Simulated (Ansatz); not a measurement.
# How fast states decay through CsLiHfO3

Aim: relax a made-up compound, CsLiHfO3, and see how good a tunnel barrier it would be. It is built by putting Cs for part of the Li in the Li2HfO3 structure of space group C2/m, with the volume rescaled by atomic radii. The parent structure comes from the Materials Project.

Program: Ansatz 0.2.0. Level of theory: PBEsol DFT, plane waves, PAW files, in the first sound run; inputs show where later runs differ. Results are calculated unless marked as measured.

This is a report of a sequence of runs, with most program output left out.

The structure was built from a prototype and need not be the compound's stable phase.

### Step 1. Set-up

Symmetry: Cm, No. 8, monoclinic system. The conventional cell has a = 10.693 Å, b = 4.656 Å, c = 3.543 Å, α = 90.00°, β = 101.34°, γ = 90.00°. Nearest to Li lie 5 O at 2.22 to 2.52 Å. Nearest to Cs lie 5 O at 2.22 to 2.52 Å. Nearest to Hf lie 6 O at 2.33 to 2.35 Å. Nearest to O lie 1 Li at 2.22 Å and 2 Cs at 2.34 Å and 2 Hf at 2.34 to 2.35 Å. O has 2 Hf at 2.33 Å and 2 Cs at 2.42 to 2.52 Å and 2 Li at 2.42 to 2.52 Å nearest. Nearest to O lie 1 Cs at 2.22 Å and 2 Li at 2.34 Å and 2 Hf at 2.34 to 2.35 Å. It derives from Li2HfO3. Cs for part of the Li in the Li2HfO3 structure of space group C2/m. Farther neighbours and most contacts between anions are not listed.

### Step 2. Cell and atoms at rest

The substituted atoms don't fit the parent's cell, so cell and atoms relax together. A small smearing keeps the run stable in case the gap closes on the way.

Input file input.yaml:

```yaml
crystal:
  lattice:
    - [5.3466038923, -2.3280127739, 0.0]
    - [5.3466038923, 2.3280127739, 0.0]
    - [-0.6965791187, 0.0, 3.4737170897]
  atoms:
    - { symbol: Li, position: [0.33577708, 0.33577708, 0.42137845] }
    - { symbol: Cs, position: [0.66422292, 0.66422292, 0.57862155] }
    - { symbol: Hf, position: [0.0, 0.0, 0.0] }
    - { symbol: O, position: [0.14665391, 0.14665391, 0.58915837] }
    - { symbol: O, position: [0.5, 0.5, 0.0] }
    - { symbol: O, position: [0.85334609, 0.85334609, 0.41084163] }
kpoints:
  mp_grid: { grid: [6, 6, 6] }
scf:
  occupations: { method: gaussian, width: 0.03 }
hamiltonian:
  xc: pbesol
output:
  forces: true
  stress: true
relax:
  f_tol: 0.02
  max_steps: 60
  cell: {}
```

On the command line:

```bash
$ ansatz run input.yaml --threads 2 --pin off --max-ram 4096MiB --backend cpu --events-out ev --progress --plain --runs-dir out
```

Run time: 5.2 min. Hardware: 2 threads of Arm Neoverse V1, shared host; peak memory 0.45 GiB; 10 min of CPU time.

The steps of the relaxation (22 of 26):

```csv
step,energy less that of the first step (eV),largest force component (eV/Å),pressure (GPa),volume (Å³)
1,0.0000,7.4613,6.33,86.47
2,-2.1505,4.2766,1.50,87.70
3,-3.8294,1.3454,4.02,86.73
5,-5.4023,0.9189,0.62,89.35
6,-6.0066,0.7923,0.60,89.09
7,-6.4115,0.3244,1.79,88.54
8,-6.4887,0.3985,0.29,88.58
9,-6.5239,0.3099,0.64,87.45
11,-6.5327,0.0831,0.09,87.95
12,-6.5332,0.0372,0.07,87.88
13,-6.5334,0.0081,0.00,87.90
14,-6.5334,0.0060,0.01,87.89
15*,-6.8379,0.0456,3.29,87.89
16,-6.9557,0.2143,1.05,90.80
18,-6.9815,0.1884,0.07,92.40
19,-6.9818,0.0995,0.08,92.43
20,-6.9826,0.0118,-0.01,92.45
21*,-7.0133,0.0124,0.22,92.45
22,-7.0147,0.0067,0.00,92.86
24*,-7.0162,0.0133,0.04,92.91
25,-7.0162,0.0007,0.00,92.93
26*,-7.0163,0.0007,0.00,92.93
```

Relaxation steps marked * repeat the geometry before them on a plane-wave basis chosen anew for their cell, so energy and pressure can jump there. Other such steps can lie between the rows shown.

The run keeps the 2 symmetry operations that it works with, so distortions that break them were not tested.

```csv
cell as run,before,after,change
a (Å),5.831,7.213,+23.7 %
b (Å),5.831,7.213,+23.7 %
c (Å),3.543,3.269,-7.7 %
α (°),100.39,90.10,-10.2 %
β (°),100.39,90.10,-10.2 %
γ (°),47.06,33.12,-29.6 %
volume (Å³/atom),14.41,15.49,+7.5 %
```

The atoms that moved most (Å, as changes of fractional coordinates times the final cell):

```csv
atom,dx,dy,dz,length
Cs2,0.304,0.000,1.144,1.184
O4,-0.868,0.000,-0.665,1.093
Li1,0.846,0.000,0.081,0.850
O5,-0.450,0.000,-0.325,0.555
O6,0.382,0.000,0.062,0.387
Hf3,-0.214,0.000,-0.297,0.366
```

The relaxed structure:

```xyz
6
Lattice="6.8683 -2.0561 0.7921 6.8683 2.0561 0.7921 -0.3802 0.0000 3.2465" Properties=species:S:1:pos:R:3 pbc="T T T"
Li    5.2983    0.0000    1.9812
Cs    9.2081    0.0000    4.0748
Hf   -0.2143    0.0000   -0.2973
O     0.9222    0.0000    1.4805
O     6.4187    0.0000    0.4668
O    11.9482    0.0000    2.7477
```

This step gave:

| Item | Value |
| --- | --- |
| free energy | -23077.4101 eV |
| Fermi energy | 10.02 eV |
| pressure | 0.003523 GPa |

The largest force component on a free atom ends at 7.4e-4 eV/Å.

### Step 3. The bulk crystal and its band edges

The energy window and the wavevectors of the next steps follow from the band edges, so these are searched first, off the mesh as well.

Input file input.yaml:

```yaml
crystal:
  lattice:
    - [6.8683012984, -2.0561464741, 0.792134653]
    - [6.8683012984, 2.0561464741, 0.792134653]
    - [-0.3801784507, 0.0, 3.2464886739]
  atoms:
    - { symbol: Li, position: [0.3972298399, 0.3972298399, 0.4164113489] }
    - { symbol: Cs, position: [0.6956718676, 0.6956718676, 0.9156448376] }
    - { symbol: Hf, position: [-0.01789138, -0.01789138, -0.0828321179] }
    - { symbol: O, position: [0.0786935181, 0.0786935181, 0.4176174928] }
    - { symbol: O, position: [0.464969448, 0.464969448, -0.0831107502] }
    - { symbol: O, position: [0.8813267064, 0.8813267064, 0.4162691888] }
kpoints:
  mp_grid: { grid: [6, 6, 8] }
  band_path: { path: [VBM, CBM], npoints: 30 }
scf:
  occupations: { method: fixed }
hamiltonian:
  xc: pbesol
output:
  eigenvalues: true
  write_potential: true
  write_density: true
  volumetric_format: npy
  elf: true
```

It took 44 s on 2 threads; peak memory 0.52 GiB; 87 s of CPU time.

This step gave:

| Quantity | Value |
| --- | --- |
| free energy | -23077.4106 eV |
| Fermi energy | 8.241 eV |
| gap on the k-mesh | 3.550 eV |
| gap on path | 3.550 eV, by band count; negative where bands overlap |
| direct gap on path | 3.752 eV |
| edge places on path | 0, 0.7970 1/A along the path |

Electronic bands along the path, in eV, zero at the Fermi level (highest filled level under fixed occupations); v1 is the highest filled band, c1 the lowest empty one:

```csv
point,v4,v3,v2,v1,c1,c2,c3,c4
VBM,-1.28,-0.54,-0.26,0.00,4.08,5.03,5.61,7.24
halfway,-1.20,-0.46,-0.40,-0.24,4.07,4.52,5.72,6.34
CBM,-1.09,-0.34,-0.25,-0.20,3.55,4.09,5.45,5.65
```

ELF in the ab plane of the cell as run, not the conventional one, at fractional z = 0.916, with atoms of Cs and Hf and O within 0.2 Å of it. It is the smooth field of the valence electrons, not physical close to the nuclei.

Ten even steps from '_' (0.01) to '@' (0.89), each cell a mean:
```
%%@@++..____..**@@@@@@@@++..______::%%@@
@@@@%%==______==%%@@@@@@@@**..______--%%
##@@@@##::____..##@@@@%%@@@@**..______::
::++####--______==%%@@**++##@@**..______
__..::--::..____..**@@##::..**@@**..____
______..::::--::....##@@++____**@@**..__
______..--++####==..::%%@@==__..##@@**..
______..==##@@@@%%++..::%%@@++::++@@@@++
==______--**@@%%%%%%**..::%%@@##**%%@@@@
##::____..==%%%%****%%**..::##@@@@@@@@@@
@@**..____::**%%##==**%%++....**%%@@@@@@
@@##--______--**%%##**%%%%==....==##%%@@
##**==..______--**%%%%%%@@##::____..==**
::--::__________--**%%@@@@##--________..
__________________::==**##++::..________
____________________..--==--::::--::____
______________..________......--####==..
..__________::==--..__________::##@@%%++
**..________--**##**::________..++@@@@@@
@@**..______::##@@@@##==________::##@@%%
```
Columns run along a (7.2 Å), rows up along b (7.2 Å). Atoms in or near the plane, at fractional coordinates: Cs at (0.70, 0.70), Hf at (0.98, 0.98), O at (0.46, 0.46).

Valence density in the ab plane of the cell as run, not the conventional one, at fractional z = 0.916, with atoms of Cs and Hf and O within 0.2 Å of it. It is the smooth field of the valence electrons, not physical close to the nuclei.

Values in e/Å³, 11 rows by 16 columns, each cell a mean:
```
25 12  2  0  0  0  0  1  1  0  0  0  0  0  2 14
 5 10  5  1  0  0  0  1  1  1  1  0  0  0  0  1
 0  1  2  1  0  0  0  0  1  1  0  1  1  0  0  0
 0  0  0  0  1  1  0  0  0  1  1  0  1  1  0  0
 0  0  0  0  1  2  3  1  0  0  0  1  1  1  1  0
 0  0  0  0  0  1  4  6  3  1  0  0  1  1  1  1
 0  0  0  0  0  0  1  3  5  3  1  0  0  0  0  0
 0  0  0  0  0  0  0  0  1  2  1  0  0  0  0  0
 0  0  0  0  0  0  0  0  0  0  0  1  1  1  0  0
 0  0  0  0  0  0  0  0  0  0  0  0  1  6  8  3
10  1  0  0  0  0  0  0  0  0  0  0  0  3 15 23
```
Columns run along a (7.2 Å), rows up along b (7.2 Å). Atoms in or near the plane, at fractional coordinates: Cs at (0.70, 0.70), Hf at (0.98, 0.98), O at (0.46, 0.46).

Electrostatic potential energy in the ab plane of the cell as run, not the conventional one, at fractional z = 0.916, with atoms of Cs and Hf and O within 0.2 Å of it. With pseudopotentials it is smooth inside the atoms' cores, unlike the true potential.

Values in eV, 11 rows by 16 columns, each cell a mean:
```
-27 -29 -11   6  11   9   2  -7  -8  -1   8  11  12   6 -11 -27
-20 -29 -26  -7   7  10   7  -7 -16 -15 -12  -1   9  12   9  -2
  7  -2 -10  -8   3   9  11   6  -9 -14 -12 -14  -9   6  12  12
 12  11   9   6   4   4  10  12   8  -6 -14 -12 -13 -12   2  11
 11  12  13  12   8 -15 -19   0  12  10   0 -12 -14 -15 -13   3
  6  10  12  13  13   6 -22 -30 -15   9  12   7  -3 -12 -14  -6
  5   9  11  12  12  13   9 -12 -28 -18   8  11  10   7   3   2
  9  10  10  11  12  12  13  12   5  -6   1   6   7   9  10  10
 11  12  11  11  11  11  12  12  13  12   8   1  -7  -8   1   8
  3  10  12  12  11  10  10  11  12  13  11   6 -11 -28 -26 -15
-25  -6   8  12  11   9   6   6   9  11  12  11   4 -17 -29 -27
```
Columns run along a (7.2 Å; values clipped at the 3rd and 97th percentile), rows up along b (7.2 Å). Atoms in or near the plane, at fractional coordinates: Cs at (0.70, 0.70), Hf at (0.98, 0.98), O at (0.46, 0.46).

The searched edges give 3.55 eV, as on the mesh.

### Step 4. Decaying states in the gap, plane (010), k-mesh 12×12×12

This step: PBEsol DFT, plane waves, PAW files; complex bands by layer matching along the plane's normal (Ansatz 0.2.0).

The same crystal is laid in a cell whose first two vectors span the (010) plane (indices of the standard conventional cell, whose axes can be ordered otherwise than in the bulk input). At fixed energy and wavevector in the plane the solver finds all kz, real and complex. A few wavevectors are listed, (0, 0) and (0, -0.5) in units of the plane's reciprocal vectors; the slowest state needn't be among them.

Input file input.yaml:

```yaml
crystal:
  lattice:
    - [3.268673181, 0.0, 0.0]
    - [3.244489688, 13.827638095, 0.0]
    - [-0.012091746, 6.913819048, 2.056146474]
  atoms:
    - { symbol: Li, position: [0.019181509, 0.3972298399, 0.0] }
    - { symbol: Cs, position: [0.21997297, 0.6956718676, 0.0] }
    - { symbol: Hf, position: [0.9350592621, 0.98210862, 0.0] }
    - { symbol: O, position: [0.3389239747, 0.0786935181, 0.0] }
    - { symbol: O, position: [0.4519198018, 0.464969448, 0.0] }
    - { symbol: O, position: [0.5349424824, 0.8813267064, 0.0] }
kpoints:
  mp_grid: { grid: [12, 12, 12] }
scf:
  occupations: { method: fixed }
hamiltonian:
  xc: pbesol
output:
  eigenvalues: true
  transmission:
    leads: [[0, 0]]
    kpoints: [[0.0, 0.0], [0.0, -0.5]]
    e_range: [-1.0, 4.55]
    de: 0.09
```

Run time: 4.4 min. Hardware: 2 threads; peak memory 1.5 GiB.

This step gave:

```
level to which the leads are filled                       : 1.775 eV from the Fermi level
decay constant at the filling level, zone centre          : 0.3123 Å⁻¹
decay constant at the filling level, slowest listed point : 0.3123 Å⁻¹
```

K parallel (0, 0); values up to 1.5 1/Å, a degenerate pair printed once or twice; energies at which all values exceed this have no row. Table of Im kz of the slowest decaying states by energy, zero at the highest filled level on the SCF mesh:

```csv
energy (eV),decay 1 (Å⁻¹),decay 2 (Å⁻¹),decay 3 (Å⁻¹),decay 4 (Å⁻¹)
-1.00,0.301,0.363,0.382,0.459
-0.73,0.0397,0.159,0.370,0.518
-0.46,0.267,0.535,0.600,0.838
-0.19,0.0409,0.0688,0.0753,0.122
-0.01,0.0545,0.128,0.134,0.263
0.08,0.152,0.155,0.184,0.303
0.35,0.203,0.203,0.342,0.374
0.62,0.236,0.238,0.414,0.420
0.89,0.262,0.265,0.440,0.443
1.16,0.283,0.287,0.454,0.456
1.43,0.299,0.305,0.440,0.466
1.70,0.310,0.320,0.426,0.472
2.06,0.314,0.336,0.410,0.473
2.33,0.307,0.344,0.403,0.458
2.60,0.287,0.346,0.402,0.431
2.87,0.255,0.336,0.405,0.413
3.14,0.208,0.308,0.407,0.408
3.41,0.128,0.265,0.407,0.408
3.68,0.203,0.396,0.408,0.409
3.95,0.0857,0.300,0.326,0.353
4.22,0.141,0.358,0.359,0.393
4.49,0.142,0.160,0.324,0.325
```

K parallel (0, -0.5); values up to 1.5 1/Å, a degenerate pair printed once or twice; energies at which all values exceed this have no row. The Im kz of the slowest decaying states by energy, zero at the highest filled level on the SCF mesh:

```csv
energy (eV),decay 1 (Å⁻¹),decay 2 (Å⁻¹),decay 3 (Å⁻¹),decay 4 (Å⁻¹)
-1.00,0.325,0.400,0.542,0.724
-0.82,0.0349,0.291,0.565,0.571
-0.55,0.115,0.115,0.558,0.734
-0.37,0.521,0.726,0.921,1.01
-0.10,0.102,0.228,0.433,0.703
-0.01,0.131,0.278,0.478,0.693
0.08,0.154,0.168,0.313,0.513
0.35,0.203,0.340,0.379,0.592
0.53,0.227,0.406,0.415,0.620
0.80,0.256,0.434,0.511,0.584
0.98,0.272,0.448,0.561,0.576
1.16,0.286,0.457,0.541,0.660
1.43,0.303,0.467,0.512,0.731
1.61,0.313,0.471,0.494,0.714
1.88,0.325,0.469,0.474,0.704
2.06,0.330,0.453,0.474,0.703
2.33,0.333,0.431,0.470,0.701
2.51,0.329,0.420,0.467,0.697
2.69,0.320,0.413,0.462,0.691
2.96,0.294,0.408,0.451,0.665
3.14,0.269,0.408,0.443,0.630
3.41,0.216,0.408,0.427,0.534
3.59,0.165,0.407,0.415,0.470
3.86,0.352,0.394,0.395,0.463
4.04,0.183,0.183,0.368,0.377
4.31,0.294,0.348,0.358,0.551
4.49,0.316,0.325,0.380,0.521
```

At the listed wavevectors the last open channel is at -0.01 eV and the next at +3.59 eV on the grid. At +1.79 eV, the grid energy nearest the filling level (the middle of the gap on the SCF mesh), the slowest state at the listed wavevectors decays with κ = 0.312 Å⁻¹, its amplitude falling by e over 3.2 Å. Through 1 nm of this crystal that state's transmission falls by exp(−2 × 0.312 Å⁻¹ × 10 Å) = 0.0019.

### Step 5. Decay over the two-dimensional zone

The listed points could miss the slowest state, so one energy near mid-gap is solved on a mesh of 12×8.

Edit input.yaml of step 4 so:

```diff
@@ -20,6 +20,2 @@
   eigenvalues: true
-  transmission:
-    leads: [[0, 0]]
-    kpoints: [[0.0, 0.0], [0.0, -0.5]]
-    e_range: [-1.0, 4.55]
-    de: 0.09
+  transmission: { leads: [[0, 0]], kmesh: [12, 8], e_range: [1.78, 1.79], de: 0.05 }
```

Elapsed: 5.2 min, on 2 threads; peak memory 1.2 GiB; 10 min of CPU time.

This step gave:

```
least decay constant on the mesh : 0.3121 Å⁻¹
```

Slowest decay constant (1/Å; 0 where a channel is open) over k1 and k2. At 1.7800 eV from the Fermi level.

Values, 8 rows by 12 columns:
```
0.344 0.355 0.388 0.440 0.361 0.332 0.318 0.332 0.356 0.418 0.385 0.354
0.345 0.356 0.389 0.457 0.359 0.332 0.316 0.331 0.354 0.415 0.386 0.354
0.347 0.359 0.390 0.438 0.357 0.332 0.313 0.331 0.354 0.417 0.387 0.356
0.350 0.358 0.388 0.424 0.355 0.331 0.312 0.331 0.355 0.424 0.388 0.358
0.347 0.356 0.387 0.417 0.354 0.331 0.313 0.332 0.357 0.438 0.390 0.359
0.345 0.354 0.386 0.415 0.354 0.331 0.316 0.332 0.359 0.457 0.389 0.356
0.344 0.354 0.385 0.418 0.356 0.332 0.318 0.332 0.361 0.440 0.388 0.355
0.344 0.354 0.386 0.425 0.358 0.332 0.321 0.332 0.358 0.425 0.386 0.354
```
Columns: k1 (b1) from -0.5 to 0.417; rows upwards: k2 (b2) from -0.5 to 0.375.

The least value on the mesh is 0.312 Å⁻¹ at +1.78 eV. At that energy the listed points give about 0.312 Å⁻¹ by interpolation, so the mesh holds no clearly slower state.

(Part 1 of 2 ends here.)

[Logs are printed without paths, hosts, clocks, repeated set-up lines and the standing remarks that a program may print on its own settings, such as how far it seeks lower states.]

[Hosts, paths, dates, database ids (printed as entryN), source tags and the programs' standing remarks are cut or masked in the printed files.]
